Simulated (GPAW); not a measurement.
## STM contrast on NbSi2As4 monolayer

Aim: Tersoff-Hamann images of NbSi2As4 monolayer at several biases.

Main program and level: GPAW 26.7.0; GPAW, PAW setups; layer in a repeated cell with vacuum, relaxation of atoms and in-plane cell, in the first sound run; inputs show where later runs differ.

## (1) Set-up

The cell holds 7 atoms: 4 As, 2 Si and 1 Nb. Its edges and angles: a = 3.630 Å, b = 3.630 Å, c = 25.214 Å, α = 90.0°, β = 90.0°, γ = 120.0°. Vacuum lies along c.

Structure file:

```cif
data_structure
_symmetry_space_group_name_H-M 'P 1'
_symmetry_Int_Tables_number 1
_cell_length_a 3.6300
_cell_length_b 3.6300
_cell_length_c 25.2144
_cell_angle_alpha 90.000
_cell_angle_beta 90.000
_cell_angle_gamma 120.000
_cell_volume 287.73
loop_
_atom_site_label
_atom_site_type_symbol
_atom_site_fract_x
_atom_site_fract_y
_atom_site_fract_z
_atom_site_occupancy
As1 As 0.00000 0.00000 0.31728 1
Si2 Si 0.33333 0.66667 0.34750 1
As3 As 0.33333 0.66667 0.43594 1
Nb4 Nb 0.00000 0.00000 0.50000 1
As5 As 0.33333 0.66667 0.56406 1
Si6 Si 0.33333 0.66667 0.65250 1
As7 As 0.00000 0.00000 0.68272 1
```

## (2) Relaxation

The atoms are relaxed first, since the surface dipole, and with it the work function, follows the positions of the outer layers.

run.py

```python
import json
import numpy as np
from ase import Atoms
from ase.filters import FrechetCellFilter
from ase.optimize import BFGS
from gpaw import GPAW, PW

slab = Atoms(
    ['As', 'Si', 'As', 'Nb', 'As', 'Si', 'As'],
    positions=[
        [0.00000, 0.00000, 8.00000],
        [-0.00000, 2.09578, 8.76197],
        [-0.00000, 2.09578, 10.99197],
        [0.00000, 0.00000, 12.60722],
        [-0.00000, 2.09578, 14.22246],
        [-0.00000, 2.09578, 16.45246],
        [0.00000, 0.00000, 17.21443]],
    cell=[[3.63, 0.0, 0.0], [-1.815, 3.14367, 0.0], [0.0, 0.0, 25.2144]],
    pbc=[True, True, True],
    magmoms=[0.0, 0.0, 0.0, 1.0, 0.0, 0.0, 0.0])

slab.calc = GPAW(mode=PW(600), xc='PBE', kpts={'size': (9, 9, 1), 'gamma': True},
                 occupations={'name': 'fermi-dirac', 'width': 0.05}, nbands='200%',
                 convergence={'density': 1e-05}, maxiter=200,
                 symmetry={'tolerance': 1e-3}, txt='slab.txt')
result = {}
# The in-plane cell is free; stress needs a cell that repeats along all three vectors
path = []
opt = BFGS(FrechetCellFilter(slab, mask=[1, 1, 0, 0, 0, 1]), maxstep=0.2)
opt.attach(lambda: path.append((slab.get_potential_energy(), slab.positions.tolist(), slab.get_forces().tolist())))
result['relaxed'] = bool(opt.run(fmax=0.02, steps=45))
result['path'] = path
result['cell'] = slab.cell.tolist()
print('in-plane lattice', slab.cell.cellpar().round(4)[[0, 1, 5]])
energy = slab.get_potential_energy()
fermi = slab.calc.get_fermi_level()
v = slab.calc.get_electrostatic_potential().mean((0, 1)) - fermi
n = slab.calc.get_pseudo_density().mean((0, 1))
L = slab.cell[2, 2]
z = np.arange(len(v)) * L / len(v)
low, high = slab.positions[:, 2].min(), slab.positions[:, 2].max()
below, above = np.interp([low - 5.8, high + 5.8], z, v)
slopes = [np.interp(x, z, np.gradient(v, z)) for x in (low - 5.8, high + 5.8)]
eps = np.array([[slab.calc.get_eigenvalues(k, s) for k in range(len(slab.calc.get_ibz_k_points()))]
                for s in range(slab.calc.get_number_of_spins())]) - fermi
top, bottom = eps[eps < 0].max(), eps[eps > 0].min()
dipole = slab.get_dipole_moment()[2]
print(f'energy {energy:.4f} eV, Fermi level {fermi:.4f} eV, dipole {dipole:.5f} e A')
print(f'potential 5.8 A off the faces, from the Fermi level: lower {below:.4f} eV, upper {above:.4f} eV')
print(f'slope of the potential there: lower {slopes[0]:.5f}, upper {slopes[1]:.5f} eV/A')
print(f'nearest levels on the mesh: {top:.4f} and {bottom:.4f} eV')
print('magnetic moment', round(slab.get_magnetic_moment(), 3))
result.update(energy=energy, fermi=fermi, dipole=dipole, below=below, above=above, slopes=slopes, edges=[top, bottom],
              z=z.tolist(), v=v.tolist(), n=n.tolist(), positions=slab.positions.tolist(),
              forces=slab.get_forces(apply_constraint=False).tolist(), moments=slab.get_magnetic_moments().tolist())
json.dump(result, open('result.json', 'w'))
```

Started as:

```bash
$ OMP_NUM_THREADS=1 OPENBLAS_NUM_THREADS=1 python run.py
```

Output:

```text
Step          Energy          fmax
BFGS:    0      -39.399754        3.388013
BFGS:    1      -39.925993        2.837396
BFGS:    2      -40.797753        0.945854
BFGS:    3      -40.826613        0.603743
BFGS:    4      -40.862444        0.495650
BFGS:    5      -40.918390        0.567365
BFGS:    6      -40.953307        0.395317
BFGS:    7      -40.965533        0.176084
BFGS:    8      -40.968734        0.166749
BFGS:    9      -40.971090        0.171533
BFGS:   10      -40.973838        0.165420
BFGS:   11      -40.977429        0.197967
BFGS:   12      -40.981344        0.181578
BFGS:   13      -40.983877        0.124307
BFGS:   14      -40.984702        0.044163
BFGS:   15      -40.984839        0.006592
in-plane lattice [  3.6805   3.6805 120.    ]
energy -40.9713 eV, Fermi level 0.6261 eV, dipole 0.00053 e A
potential 5.8 A off the faces, from the Fermi level: lower 5.0015 eV, upper 5.0000 eV
slope of the potential there: lower 0.00037, upper 0.00045 eV/A
nearest levels on the mesh: -0.0273 and 0.0357 eV
magnetic moment 0.0
```

Wall time 52 min (1 thread of Arm Neoverse V2, shared host); peak memory 0.75 GiB.

This step gave:

- dipole along the normal: 5.29e-4 e·Å
- levels nearest the Fermi level on the mesh: -0.02726, 0.03569 eV from the Fermi level
- sum of the site moments: 0 μB

The electrostatic potential energy of an electron (without an applied field's), less the Fermi level, planar mean oscillates, so the rows of the table below give means over windows of 1.75 Å about each position, cut where the curve ends. Its maxima inside the range that stand out by 2 % of the span (Å: eV): 8.2: -9.40, 9.9: 2.23, 11.7: -5.05, 13.5: -5.05, 15.3: 2.22, 17.0: -9.40. Its minima: 7.6: -14.1, 8.7: -11.0, 11.1: -12.3, 12.6: -16.2, 14.1: -12.3, 16.5: -11.0, 17.6: -14.1.

The electrostatic potential energy of an electron (without an applied field's), less the Fermi level, planar mean by z; means over each step:

```
z (Å)  electrostatic potential energy of an electron (without an applied field's), less the Fermi level, planar mean (eV)
 0.88                                                                                                                5.00
 2.62                                                                                                                5.00
 4.38                                                                                                                4.99
 6.12                                                                                                                3.41
 7.88                                                                                                               -10.4
 9.62                                                                                                               -1.54
11.38                                                                                                               -8.07
13.12                                                                                                               -10.3
14.88                                                                                                               -3.04
16.62                                                                                                               -8.53
18.38                                                                                                               -2.53
20.12                                                                                                                4.91
21.88                                                                                                                5.00
23.62                                                                                                                5.00
```

Table of pseudo valence density, planar mean by z:

z (Å), pseudo valence density, planar mean (e/Å³) and a bar:
```
      4.0       0.00 
      4.5       0.00 
      5.0       0.00 
      5.5       0.01 
      6.0       0.02 #
      6.5       0.08 ###
      7.0       0.23 #######
      7.5       0.19 ######
      8.0       0.37 ###########
      8.5       0.28 #########
      9.0       0.18 ######
      9.5       0.14 ####
     10.0       0.13 ####
     10.5       0.23 #######
     11.0       0.17 #####
     11.5       0.34 ###########
     12.0       0.45 ##############
     12.5       0.97 ##############################
     13.0       0.64 ####################
     13.5       0.37 ###########
     14.0       0.22 #######
     14.5       0.24 #######
     15.0       0.17 #####
     15.5       0.13 ####
     16.0       0.16 #####
     16.5       0.22 #######
     17.0       0.37 ############
     17.5       0.23 #######
     18.0       0.25 ########
     18.5       0.14 ####
     19.0       0.04 #
     19.5       0.01 
     20.0       0.00 
     20.5       0.00 
     21.0       0.00 
     21.5       0.00
```

The relaxation lowered the energy of the cell by 1.59 eV (energies extrapolated to zero smearing; the optimiser's log prints free energies). The largest force left on a free atom is 0.0066 eV/Å.

## (3) Plane waves, PBE

With the geometry fixed, the planar mean of the potential gives the vacuum level on each side.

This step: GPAW, PAW setups; slab in vacuum (GPAW 26.7.0).

The cell differs from the one that the last finished run ended in (c 25.214 → 26.034 Å).

run.py

```python
import json
import numpy as np
from ase import Atoms
from ase.dft.stm import STM
from gpaw import GPAW, PW

slab = Atoms(
    ['As', 'Si', 'As', 'Nb', 'As', 'Si', 'As'],
    positions=[
        [0.00000, 0.00000, 8.00000],
        [-0.00000, 2.12493, 9.09961],
        [-0.00000, 2.12493, 11.47725],
        [0.00000, 0.00000, 13.01694],
        [-0.00000, 2.12493, 14.55662],
        [-0.00000, 2.12493, 16.93426],
        [0.00000, -0.00000, 18.03387]],
    cell=[[3.6805, -0.0, 0.0], [-1.84025, 3.1874, 0.0], [0.0, 0.0, 26.0339]],
    pbc=[True, True, False],
    magmoms=[0.0, 0.0, 0.0, 1.0, 0.0, 0.0, 0.0])

slab.calc = GPAW(mode=PW(400), xc='PBE', kpts={'size': (9, 9, 1), 'gamma': True},
                 occupations={'name': 'fermi-dirac', 'width': 0.05}, nbands='200%',
                 convergence={'density': 1e-05}, maxiter=200,
                 poissonsolver={'dipolelayer': 'xy'},
                 symmetry={'tolerance': 1e-3}, txt='slab.txt')
result = {}
energy = slab.get_potential_energy()
fermi = slab.calc.get_fermi_level()
v = slab.calc.get_electrostatic_potential().mean((0, 1)) - fermi
n = slab.calc.get_pseudo_density().mean((0, 1))
L = slab.cell[2, 2]
z = np.arange(len(v)) * L / len(v)
low, high = slab.positions[:, 2].min(), slab.positions[:, 2].max()
below, above = np.interp([low - 5.8, high + 5.8], z, v)
slopes = [np.interp(x, z, np.gradient(v, z)) for x in (low - 5.8, high + 5.8)]
eps = np.array([[slab.calc.get_eigenvalues(k, s) for k in range(len(slab.calc.get_ibz_k_points()))]
                for s in range(slab.calc.get_number_of_spins())]) - fermi
top, bottom = eps[eps < 0].max(), eps[eps > 0].min()
dipole = slab.get_dipole_moment()[2]
print(f'energy {energy:.4f} eV, Fermi level {fermi:.4f} eV, dipole {dipole:.5f} e A')
print(f'potential 5.8 A off the faces, from the Fermi level: lower {below:.4f} eV, upper {above:.4f} eV')
print(f'slope of the potential there: lower {slopes[0]:.5f}, upper {slopes[1]:.5f} eV/A')
print(f'nearest levels on the mesh: {top:.4f} and {bottom:.4f} eV')
print('magnetic moment', round(slab.get_magnetic_moment(), 3))
result.update(energy=energy, fermi=fermi, dipole=dipole, below=below, above=above, slopes=slopes, edges=[top, bottom],
              z=z.tolist(), v=v.tolist(), n=n.tolist(), positions=slab.positions.tolist(),
              forces=slab.get_forces(apply_constraint=False).tolist(), moments=slab.get_magnetic_moments().tolist())

# Images need the states of the whole zone, up to time reversal
slab.calc = slab.calc.fixed_density(symmetry={'point_group': False}, txt='states.txt', nbands='290%',
                                    convergence={'bands': 'CBM+1.3'})
stm = STM(slab)
result['stm'] = []
for bias in [-1.0, 1.0]:
    height = high + 3.0
    current = stm.get_averaged_current(bias, height)
    x, y, h = stm.scan(bias, current)
    i, f = divmod(height / L * stm.ldos.shape[2], 1)
    I = abs((1 - f) * stm.ldos[:, :, int(i)] + f * stm.ldos[:, :, int(i) + 1])
    print(f'bias {bias} V: mean current at 3.0 A {current:.4e}, corrugation {np.ptp(h):.4f} A')
    result['stm'].append(dict(bias=bias, current=current, h=(h - high).tolist(), I=I.tolist()))
json.dump(result, open('result.json', 'w'))
```

Output:

```text
energy -40.9541 eV, Fermi level 0.4491 eV, dipole -0.00075 e A
potential 5.8 A off the faces, from the Fermi level: lower 4.9960 eV, upper 5.0053 eV
slope of the potential there: lower -0.00006, upper 0.00006 eV/A
nearest levels on the mesh: -0.0272 and 0.0357 eV
magnetic moment 0.0
bias -1.0 V: mean current at 3.0 A 4.6713e-05, corrugation 0.5195 A
bias 1.0 V: mean current at 3.0 A 3.3533e-05, corrugation 0.3007 A
```

It took 8.9 min on 1 thread; peak memory 0.9 GiB.

This step gave:

```yaml
dipole_along_the_normal: -7.45e-4 e·Å
levels_nearest_the_fermi_level_on_the_mesh: -0.02719, 0.03572 eV from the Fermi level
upper_work_function: 5.005 eV
lower_work_function: 4.996 eV
corrugation_minus_1: 0.5195 Å
corrugation_1: 0.3007 Å
```

The electrostatic potential energy of an electron (without an applied field's), less the Fermi level, planar mean oscillates, so the rows of the table below give means over windows of 1 Å about each position, cut where the curve ends. Its maxima inside the range that stand out by 2 % of the span (Å: eV): 8.6: -9.40, 10.3: 2.23, 12.2: -5.02, 13.8: -5.02, 15.7: 2.23, 17.4: -9.40. Its minima: 8.0: -14.1, 9.1: -11.1, 11.5: -12.3, 13.0: -16.2, 14.6: -12.2, 17.0: -11.0, 18.0: -14.0.

The electrostatic potential energy of an electron (without an applied field's), less the Fermi level, planar mean by z; means over each step:

z (Å), electrostatic potential energy of an electron (without an applied field's), less the Fermi level, planar mean (eV) and a bar from the least value:
```
        0        5.0 ##############################
        1        5.0 ##############################
        2        5.0 ##############################
        3        5.0 ##############################
        4        5.0 ##############################
        5        5.0 ##############################
        6        4.8 ##############################
        7        1.7 ########################
        8      -11.1 ###
        9       -9.6 ######
       10        0.1 ######################
       11       -4.9 ##############
       12       -7.7 #########
       13      -13.1 
       14       -7.6 #########
       15       -5.3 #############
       16        0.3 ######################
       17       -9.4 ######
       18      -11.2 ###
       19        1.3 ########################
       20        4.8 ##############################
       21        5.0 ##############################
       22        5.0 ##############################
       23        5.0 ##############################
       24        5.0 ##############################
       25        5.0 ##############################
```

The pseudo valence density, planar mean oscillates, so the rows of the table below give means over windows of 1 Å about each position, cut where the curve ends. Its maxima inside the range that stand out by 2 % of the span (Å: e/Å³): 7.5: 0.249, 8.5: 0.387, 11.0: 0.246, 12.9: 0.999, 15.0: 0.246, 17.5: 0.387, 18.5: 0.249. Its minima: 7.9: 0.180, 10.2: 0.125, 11.5: 0.165, 14.6: 0.165, 15.8: 0.125, 18.1: 0.180.

Pseudo valence density, planar mean against z; means over each step:

```
z (Å)  pseudo valence density, planar mean (e/Å³)
    4                                      3.4e-5
    5                                      5.8e-4
    6                                     0.00969
    7                                       0.117
    8                                       0.258
    9                                       0.266
   10                                       0.142
   11                                       0.201
   12                                       0.341
   13                                       0.804
   14                                       0.355
   15                                       0.202
   16                                       0.141
   17                                       0.259
   18                                       0.262
   19                                       0.124
   20                                      0.0108
   21                                      6.4e-4
   22                                      3.7e-5
```

Tip height over the top atom over a1 and a2. Sample bias -1 V, constant current at the mean current 3.0 Å over the top atom.

Ten even steps from '0' (2.72 Å) to '9' (3.24 Å):
```
999875432234578999
998764321234678999
887653211235678899
776532101235677888
654321001234567777
543210001234556665
332100001233444444
221111111223333333
222222222222222222
233333332211101112
344554433210000123
556665543210001234
677776543200002345
788877643210123467
899887643211234678
999987643212346789
999987543223457899
999876532223567899
```
Columns: a1 from 0 to 0.944; rows upwards: a2 from 0 to 0.944.

Local density of states summed over the bias window over a1 and a2. Sample bias -1 V, constant height 3.0 Å over the top atom.

Ten even steps from '_' (2.53 × 1e-5 arbitrary) to '@' (9.49 × 1e-5 arbitrary):
```
@@@@##**==--::..____..::--==**##@@@@
%%##**++--::..______..::--++**##%%@@
##**++==::....____....::==++**######
++==--::....______....::--==++******
==--::....________....::--====++++==
::::....__________....::::----------
....________________....::::::::::::
..__________________................
______........______________________
..................__________________
..::::::::::::....________________..
::----==----::::..______________..::
====++++====--::..____________..::--
++******++==--::..__________..::--==
########**++--::..________..::--++**
%%@@%%##**++--::..______..::--++**##
@@@@@@##**==--::..____..::--==**##@@
@@@@%%##++==::....__....::==++##%%@@
```
Columns: a1 from 0 to 0.944; rows upwards: a2 from 0 to 0.944.

Tip height over the top atom over a1 and a2. Sample bias 1 V, constant current at the mean current 3.0 Å over the top atom.

Values in Å, 12 rows by 16 columns, each cell a mean:
```
3.16 3.14 3.12 3.08 3.03 2.98 2.94 2.92 2.92 2.95 2.99 3.04 3.09 3.13 3.15 3.16
3.13 3.11 3.07 3.03 2.98 2.94 2.91 2.90 2.92 2.96 3.00 3.05 3.09 3.12 3.14 3.14
3.08 3.04 3.00 2.96 2.92 2.89 2.88 2.89 2.92 2.96 3.00 3.04 3.07 3.09 3.10 3.10
3.01 2.98 2.95 2.92 2.89 2.87 2.87 2.89 2.92 2.96 2.99 3.02 3.04 3.05 3.05 3.04
2.95 2.93 2.91 2.89 2.88 2.88 2.89 2.90 2.92 2.94 2.96 2.97 2.98 2.98 2.98 2.97
2.93 2.92 2.92 2.91 2.91 2.91 2.91 2.92 2.92 2.93 2.93 2.94 2.94 2.94 2.94 2.93
2.95 2.96 2.96 2.96 2.96 2.96 2.95 2.94 2.92 2.91 2.90 2.90 2.90 2.91 2.92 2.93
2.99 3.01 3.02 3.02 3.01 3.00 2.98 2.95 2.93 2.90 2.89 2.89 2.90 2.92 2.94 2.96
3.07 3.08 3.09 3.08 3.06 3.03 3.00 2.96 2.93 2.90 2.89 2.90 2.93 2.96 3.00 3.03
3.12 3.13 3.12 3.11 3.09 3.05 3.00 2.96 2.93 2.91 2.91 2.93 2.97 3.01 3.06 3.09
3.15 3.16 3.15 3.12 3.09 3.04 2.99 2.95 2.93 2.92 2.94 2.98 3.02 3.07 3.11 3.14
3.17 3.16 3.14 3.12 3.07 3.02 2.98 2.94 2.92 2.94 2.97 3.01 3.06 3.11 3.14 3.16
```
Columns: a1 from 0 to 0.944; rows upwards: a2 from 0 to 0.944.

Local density of states summed over the bias window over a1 and a2. Sample bias 1 V, constant height 3.0 Å over the top atom.

Ten even steps from '0' (2.60 × 1e-5 arbitrary) to '9' (4.94 × 1e-5 arbitrary):
```
998653211112356899
886532100012356889
765421000012456788
653210000012356666
432100000012345555
321000000012334443
210000000012222222
110000000111111111
110000001111111111
111111111100000001
222222221100000011
333433321100000112
455554321100001123
666665421100011245
788765421100112456
898865421101124568
999865321111235689
998764321112346789
```
Columns: a1 from 0 to 0.944; rows upwards: a2 from 0 to 0.944.

The potential is flat to 6.4e-5 eV/Å where it is read, so the vacuum is wide enough.

## (4) Summary of results

```
work function, upper and lower face : 5.005 and 4.996 eV
dipole along the normal             : -7.5e-4 e Å
corrugation at -1 V                 : 0.519 Å
corrugation at 1 V                  : 0.301 Å
```

**Reading.** The corrugation at constant current is largest at -1 V, where the tip height varies by 0.52 Å over the cell. Negative sample bias images filled states, positive bias empty ones. The images are of Tersoff-Hamann type: an s-wave tip, no tip-sample forces, heights closer than in a microscope. The small printed dipole stands for a step of 11 meV from the lower to the upper face, and the probes find 9.3 meV; values this small are near the numerical noise of both. One magnetic start was tried; another order may lie lower. The layer's cell and atoms come from the relaxation; spin-orbit coupling and temperature are left out.

[Logs are printed without paths, hosts, clocks, repeated set-up lines and the standing remarks that a program may print on its own settings, such as how far it seeks lower states.]

[Hosts, paths, dates, database ids (printed as entryN), source tags and the programs' standing remarks are cut or masked in the printed files.]
